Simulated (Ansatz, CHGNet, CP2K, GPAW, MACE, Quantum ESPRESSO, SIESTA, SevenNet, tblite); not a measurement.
# Running Ti3C2O2 MXene, 1 layer (61 atoms) with GPAW

How near does GPAW come to plane waves for Ti3C2O2 MXene, 1 layer (61 atoms)?

Main program and level: GPAW 26.7.0; the method is named at each step.

## 1. Set-up

The cell holds 61 atoms: 25 Ti, 18 C and 18 O. Its edges and angles: a = 9.120 Å, b = 9.120 Å, c = 20.900 Å, α = 90.0°, β = 90.0°, γ = 120.0°. It derives from Ti3C2O2 (Ti3C2O2 MXene). 1 layer of Ti3C2O2 MXene (a = 3.04 Å), 3 x 3 cells; 14 Å of vacuum; 2 Ti removed at random; every coordinate displaced by a Gaussian of 0.03 Å. Then every atom was moved at random, 0.03 Å r.m.s. a Cartesian component. Vacuum lies along c.

The yardstick, on the same geometry:

```
method                 : Kohn-Sham DFT, PBE, SSSP efficiency 1.3.0 pseudopotentials, plane waves (Quantum ESPRESSO 7.5); sssp-pbe-1.3.0-efficiency, cutoffs 60/480 Ry, Γ point
r.m.s. force component : 1.241 eV/Å
longest force          : 4.003 eV/Å
time                   : 7.5 min on 4 MPI ranks of Arm Neoverse V1, shared host
CPU time               : 30 min
```

## 2. PBE, LCAO dzp, h 0.22 Å

Method: Kohn-Sham DFT, PBE, PAW, atomic orbitals (dzp).

run.py

```python
import numpy as np
from ase.io import read
from gpaw import GPAW, FermiDirac

atoms = read("structure.xyz")
atoms.calc = GPAW(
    mode="lcao",
    basis="dzp",
    h=0.22,
    xc="PBE",
    kpts={"size": (1, 1, 1), "gamma": True},
    occupations=FermiDirac(0.05),
    maxiter=200,
    symmetry={"point_group": False},
    txt="gpaw.txt",
)
energy = atoms.get_potential_energy(force_consistent=True)
forces = atoms.get_forces()
print(f"energy {energy:.6f} eV")
print("forces (eV/A)")
for i, (a, f) in enumerate(zip(atoms, forces)):
    print(f"{i:4d} {a.symbol:2s} {f[0]:10.5f} {f[1]:10.5f} {f[2]:10.5f}")
print(f"Fermi level {atoms.calc.get_fermi_level():.4f} eV")
for k in range(len(atoms.calc.get_ibz_k_points())):
    for s in range(atoms.calc.get_number_of_spins()):
        e = atoms.calc.get_eigenvalues(kpt=k, spin=s)
        n = np.searchsorted(e, atoms.calc.get_fermi_level())
        print(f"k {k} spin {s} levels about the Fermi level:", np.round(e[max(n - 6, 0):n], 4).tolist(), "|", np.round(e[n:n + 6], 4).tolist())
```

structure.xyz

```xyz
61
Lattice="9.12000 0.00000 0.00000 -4.56000 7.89815 0.00000 0.00000 0.00000 20.90000" Properties=species:S:1:pos:R:3 pbc="T T T"
Ti 4.53702 7.83449 10.47341
C 0.00228 1.72622 11.70755
C 1.51652 0.92511 9.13999
Ti 0.03498 1.73120 7.88390
O 4.56114 7.87848 13.90895
O -4.53766 7.88188 7.07277
Ti 7.61958 2.59786 10.38918
C -1.48943 4.29399 11.70024
C 0.02285 3.56467 9.21836
Ti -0.03215 3.50007 13.03094
Ti -1.48884 4.35030 7.92988
O 7.54384 2.59573 13.88053
O -1.52263 2.64327 7.00213
Ti -3.06336 5.32675 10.51542
C -2.99934 7.01063 11.71738
C -1.54666 6.13892 9.21690
Ti -1.57703 6.11159 13.02781
Ti -3.02529 7.04736 7.90292
O 6.02604 5.27533 13.88951
O 6.05823 5.28497 7.00547
Ti 3.04777 0.03057 10.43850
C 3.06031 1.77282 11.66345
C 4.55576 0.90615 9.16005
Ti 4.57587 0.91492 13.00168
Ti 3.06131 1.77029 7.95015
O 3.02542 0.03136 13.87655
O 3.07426 0.03696 7.02721
Ti 1.47730 2.67344 10.46965
C 1.54757 4.39390 11.72532
C 3.07896 3.50733 9.17092
Ti 3.00385 3.48814 13.00168
O 1.52806 2.64462 13.84437
O 1.54666 2.62377 7.04769
Ti 0.00762 5.28900 10.45669
C -0.05230 6.98868 11.71069
C 1.47949 6.05117 9.27166
Ti 1.49313 6.15266 13.03387
Ti 0.03908 7.08567 7.93259
O 0.05139 5.32185 13.92609
O 0.04742 5.25116 6.99042
Ti 6.08053 0.00845 10.45543
C 6.09667 1.68396 11.66575
C 7.65660 0.75743 9.17761
Ti 7.58670 0.90379 13.01965
Ti 6.08961 1.71595 7.90333
O 6.00807 0.01437 13.89223
O 1.53480 7.89420 7.04414
Ti 4.49370 2.71602 10.44791
C 4.53296 4.31626 11.75876
C 6.05983 3.48064 9.18785
Ti 6.11377 3.49177 13.01192
Ti 4.58709 4.41475 7.93155
O 4.50314 2.64438 13.83371
O 4.51217 2.62511 7.00610
Ti 3.09077 5.25432 10.44728
C 3.03213 7.08322 11.70776
[... 1 atom lines left out ...]
Ti 4.57924 6.14271 12.96950
Ti 2.99825 6.98268 7.93657
O 3.06747 5.23908 13.86610
O 3.01329 5.25314 6.98520
```

Launch:

```sh
OMP_NUM_THREADS=1 python run.py > output.txt
```

Output:

```text
energy -477.965409 eV
forces (eV/A)
   0 Ti    0.82638    1.37269    0.19374
   1 C    -0.51510    0.50389   -1.16318
   2 C     0.04691   -0.86013    2.23667
   3 Ti    1.74706    1.77914   -1.76239
   4 O    -1.94053   -0.93418   -1.47689
   5 O    -0.13170   -0.20261   -0.88498
   6 Ti   -0.05330    0.15934    0.73954
   7 C    -0.93790    0.74722   -0.41159
   8 C    -0.78979   -0.75471    0.94547
   9 Ti    2.47595   -1.11703    1.03688
  10 Ti    1.97214    1.75569   -2.50231
  11 O     0.00144    0.35851    0.75633
  12 O    -0.20675   -0.45186    0.40157
  13 Ti    0.59832   -0.97324   -0.94029
  14 C    -0.47406   -0.58949   -1.42437
  15 C     0.14335    0.16550    1.06164
  16 Ti    0.56291    3.05181    1.31021
  17 Ti    0.35547   -0.45358   -1.08794
  18 O     0.14703   -0.93557    0.20078
  19 O     0.41055    0.18416    0.53474
  20 Ti   -0.66937    0.11124    0.63031
  21 C    -0.03956   -0.02697   -1.17025
  22 C     0.57418   -0.26791    1.71965
  23 Ti   -3.16694   -1.39616    1.26911
[...]
53 O     0.90568   -0.15611    0.38309
  54 Ti   -1.45473   -0.09457   -0.08895
  55 C    -0.10331   -0.89840   -1.10461
  56 C     1.01482   -0.52694    2.69936
  57 Ti   -0.46355    2.34726    2.21290
  58 Ti    0.55431   -2.72781   -2.31186
  59 O    -0.33178    0.43225   -0.11839
  60 O     1.43891    0.81364    1.60352
Fermi level -0.5635 eV
k 0 spin 0 levels about the Fermi level: [-1.0177, -0.9398, -0.6793, -0.629, -0.6184, -0.5741] | [-0.0618, -0.0008, 0.0961, 0.1493, 0.2391, 0.3084]
```

gpaw.txt:

```text
Input parameters:
  mode=LCAO(),
  basis={'default': 'dzp'},
  h=0.22,
  kpts=MonkhorstPack(size=(1, 1, 1), gamma=True),
  maxiter=200,
  occupations=Occupations(name='fermi-dirac', width=0.05, fixmagmom=False),
  symmetry=Symmetry(point_group=False),
  xc=XC(name='PBE')
Unit cell  # Å
| periodic |         x |        y |         z |   lengths |     angles |
|----------|-----------|----------|-----------|-----------|------------|
|      yes |  9.120000 | 0.000000 |  0.000000 |  9.120000 |  90.000000 |
|      yes | -4.560000 | 7.898150 |  0.000000 |  9.119999 |  90.000000 |
|      yes |  0.000000 | 0.000000 | 20.900000 | 20.900000 | 120.000005 |
Number of symmetries: 1
Symmetry operations  # r_c * U_cc + t_c -> r_c
|   | kind |            matrix            |
|---|------|------------------------------|
| 0 |  E   |  1, 0, 0,  0, 1, 0,  0, 0, 1 |
BZ-sampling:
  Number of BZ points: 1
  Number of IBZ points: 1
  Monkhorst-Pack size: [1, 1, 1]
  Monkhorst-Pack shift: [0, 0, 0]
[... lines left out ...]
  Fermi-Dirac:
[... lines left out ...]
    Stencil: 8*3+1=25 point O(h^6) finite-difference Laplacian
xc functional:
  name: PBE with 2 nearest neighbor stencil
interpolation: tri-quintic # 5. degree polynomial
Initialization done in: 11.723 s
convergence criteria:
- Maximum [total energy] change in last 3 cyles: 0.0005 eV / valence electron
- Maximum integral of absolute [dens]ity change: 0.0001 electrons / valence electron
- Maximum integral of absolute [eigenst]ate change: 4e-08 eV^2 / valence electron
maximum number of iterations: 200
SCF iterations
|iter     |      energy | eigst |  dens |
|---------|-------------|-------|-------|
|iter:   1| -537.245127 |      c|       |
|iter:   2| -515.526193 |      c| -0.85 |
|iter:   3| -488.101888 |      c| -0.93 |
|iter:   4| -567.771969 |      c| -1.31 |
[...]
|iter:   8| -478.239164 |      c| -1.69 |
|iter:   9| -478.000709 |      c| -1.87 |
|iter:  10| -478.128259c|      c| -2.06 |
|iter:  11| -477.938058c|      c| -2.15 |
|iter:  12| -477.905752c|      c| -2.45 |
[...]
|iter:  17| -477.861858c|      c| -3.58 |
|iter:  18| -477.861653c|      c| -3.72 |
|iter:  19| -477.861569c|      c| -4.09c|
Converged in 19 steps
SCF loop duration: 330.453 s (17.392 s/step)
Energy contributions relative to reference atoms: (reference = -635833.004541)
Energy contributions:
  Kinetic:         519.274649
  Coulomb:        -575.354390
  Zero:             27.787326
  External:          0.000000
  Xc:             -449.465313
  Entropy:          -0.207681
  Spinorbit:         0.000000
  ----------------------------
  Free energy:    -477.965409
  Extrapolated:   -477.861569
dipole moment: (85.288625, -17.926815, 0.181090)  # |e|*Ang
Fermi level: -0.563
Eigenvalues  # (at kpt = [0.000, 0.000, 0.000])
| band index |      eig [eV] | occ [0-2] |
|------------|---------------|-----------|
|          0 |       -57.934 |     2.000 |
|        ... |               |           |
|        233 |        -1.081 |     2.000 |
|        234 |        -1.042 |     2.000 |
[...]
|        248 |         0.631 |     0.000 |
|        ... |               |           |
|        291 |         2.603 |     0.000 |
Gap: 0.512 eV
Transition (v -> c):
  (s=0, k=0, n=240, [0.00, 0.00, 0.00]) -> (s=0, k=0, n=241, [0.00, 0.00, 0.00])
No difference between direct/indirect transitions
Force computation time: 45.417  # s
timing:  # [seconds]
  Total:  387.628  # ━━━━━━━━━━━━━━━━━━━━━━━━━━━━━━━━━━━━━━━━━━━━━━━━━━━━━━━━
  Init:    11.723  # ━╸
  SCF:    330.453  # ━━━━━━━━━━━━━━━━━━━━━━━━━━━━━━━━━━━━━━━━━━━━━━━╸
  Forces:  45.417  # ━━━━━━╸
```

Run time: 6.5 min. Hardware: 1 thread of Arm Neoverse V1, shared host; peak memory 1 GiB.

Banners, paths, timers and routine set-up lines are dropped from the logs unmarked, and long logs keep their key lines alone; longer cuts are marked.

Numbers from this run, and their distance from the reference:

| Quantity | Value |
| --- | --- |
| r.m.s. force component | 1.187 eV/Å |
| r.m.s. difference of force components | 172 meV/Å |
| longest difference of force vectors | 563.4 meV/Å |
| force difference over r.m.s. force | 13.86 % |
| slope of forces against the reference's | 0.9472 |
| correlation of force components | 0.991 |

This is a coarse setting, run to see what it loses.

Length of the force difference by element (eV/Å):

| element | atoms | mean | most |
| --- | --- | --- | --- |
| C | 18 | 0.072 | 0.14 |
| O | 18 | 0.42 | 0.56 |
| Ti | 25 | 0.23 | 0.38 |

Local excerpt of 9 atoms (numbers count through the whole input) about Ti52, which bears the longest force; x, y, z are measured from there.

| atom | x | y | z | distance (Å) | bonds | Fx | Fy | Fz (eV/Å) |
| --- | --- | --- | --- | --- | --- | --- | --- | --- |
| Ti52 | 0.00 | 0.00 | 0.00 | 0.00 | 6 | -2.49 | 0.47 | -2.85 |
| O20 | 1.47 | 0.87 | -0.93 | 1.94 | 3 | 0.41 | 0.18 | 0.53 |
| O54 | -0.07 | -1.79 | -0.93 | 2.02 | 3 | 0.91 | -0.16 | 0.38 |
| O61 | -1.57 | 0.84 | -0.95 | 2.02 | 2 | 1.44 | 0.81 | 1.60 |
| C57 | -0.08 | 1.75 | 1.18 | 2.11 | 6 | 1.01 | -0.53 | 2.70 |
| C50 | 1.47 | -0.93 | 1.26 | 2.15 | 6 | 0.47 | 0.23 | 1.63 |
| C30 | -1.51 | -0.91 | 1.24 | 2.15 | 5 | -0.09 | 0.35 | 2.03 |
| Ti59 | -1.59 | 2.57 | 0.01 | 3.02 | 6 | 0.55 | -2.73 | -2.31 |
| Ti18 | 1.51 | 2.63 | -0.03 | 3.03 | 6 | 0.36 | -0.45 | -1.09 |

Atoms are counted from 1 here, from 0 in the log.

Forces lie 14 % from the reference's, at 0.22 times its CPU time (on 1 against 4 cores).

The forces add up to 0.53 eV/Å instead of zero, usually a sign of too coarse a grid.

Further runs of this program without a result: GPAW PBE, LCAO dzp, h 0.18 Å (cut off at its time limit); GPAW revPBE, LCAO dzp, h 0.18 Å (cut off at its time limit); GPAW PBE, LCAO szp(dzp), h 0.18 Å (cut off at its time limit).

## 3. What came out

```yaml
force_difference_from_the_reference: GPAW PBE, LCAO dzp, h 0.22 Å (coarse), 14 %
its_cpu_time: 6.5 min
```

**Reading.** Runs with settings chosen to be coarse differ by 14 % (GPAW PBE, LCAO dzp, h 0.22 Å), their programs' other errors included. One electronic-structure run takes under half the reference's CPU time: GPAW PBE, LCAO dzp, h 0.22 Å, at 14 % in 6.5 min against 30 min. The runs have no spin polarisation, so any moments at edges, vacancies or dangling bonds can't form. The electronic-structure runs sample only Γ, in a cell whose shortest periodic width is 8 Å, which is coarse for a cell with partly filled levels.

[Also dropped from logs without a mark: logging warnings of Python, and SIESTA's first energy breakdown and zero terms.]

[Logs are printed without paths, hosts, clocks, repeated set-up lines and the standing remarks that a program may print on its own settings, such as how far it seeks lower states.]

[Hosts, paths, dates, database ids (printed as entryN), source tags and the programs' standing remarks are cut or masked in the printed files.]
